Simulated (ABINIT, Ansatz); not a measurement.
## MgH2 (P4_2/mnm): G0W0 with ABINIT, start to end

Symmetry: P4_2/mnm, No. 136, tetragonal system. Conventional cell: a = 4.517 Å, b = 4.517 Å, c = 3.020 Å, α = 90.00°, β = 90.00°, γ = 90.00°. Nearest to Mg lie 6 H at 1.95 Å. H has 3 Mg at 1.95 Å nearest. Farther neighbours, and contacts between anions beyond the nearest, are not listed.

* method: RPA screening on PBE, plane waves, norm-conserving pseudopotentials (and 2 further levels or steps)
* program: ABINIT 10.8.3
* settings: cutoff 38 Ha, PseudoDojo scalar-relativistic 0.4.1 standard, norm-conserving, ngkpt (4, 4, 4), nband 97, ecuteps 4.4 Ha, inclvkb 2, shiftk (0, 0, 0), symchi 1, awtr 1, frequency ppm, 4×4×4 k-mesh
* cost: 5 runs, 1.9 min in all on 8 MPI ranks of Arm Neoverse V1, shared host
* notes: The program’s warnings: nkpt*nsppol () is not a multiple of nproc spkpt (). The cell and positions come from the Crystallography Open Database and are kept as given unless a step says otherwise. Local fields lower the RPA ε∞ on this mesh from 4.05 to 3.65; a Γ-centred mesh this coarse tends to raise both, most where the direct gap is narrow, while a short band sum lowers them. The 4×4×4 mesh is coarse for this cell, which bears on the long-range parts of exchange and screening.
* PBE gap: 3.76 eV, indirect
* G0W0 gap on the mesh: 5.87 eV
* G0W0 gap over the zone (rigid shift): 5.73 eV
* GW settings: 4×4×4 mesh, 97 bands, screening to 119.7 eV, Godby-Needs plasmon pole
* known limits: short of the basis limit; coarse k mesh

G0W0 moves the gap on the mesh from 3.90 eV to 5.87 eV (+1.97 eV), with Z of 0.78 and 0.82 at the edges. The mesh misses the band edges by 0.14 eV in all; a rigid shift gives 5.73 eV for the zone.

[Paths, hosts, dates, memory and timing lines, banners, echoed tables and standing remarks are left out of the program output; an Ansatz launch command may be rebuilt from the run's recorded settings. Measured values are a selection of at most five: reports struck by readers or far from the other reports are left out. None is set beside runs whose start may be inverted or whose files or cutoffs have a known fault.]

[Runs of the session that timed out or met a known fault of the program may be left out.]

[Hosts, paths, dates, database ids (printed as entryN), source tags and the programs' standing remarks are cut or masked in the printed files.]

[G0W0 gaps are taken among the corrected bands and points alone; a level outside them can change the order at an edge.]

[Where Ansatz stands beside ABINIT at settings called matched, ABINIT's density can come from a denser mesh and the files from another edition; pairs whose starting gaps differed by over 0.03 eV were left out, so agreement reads better than it is.]
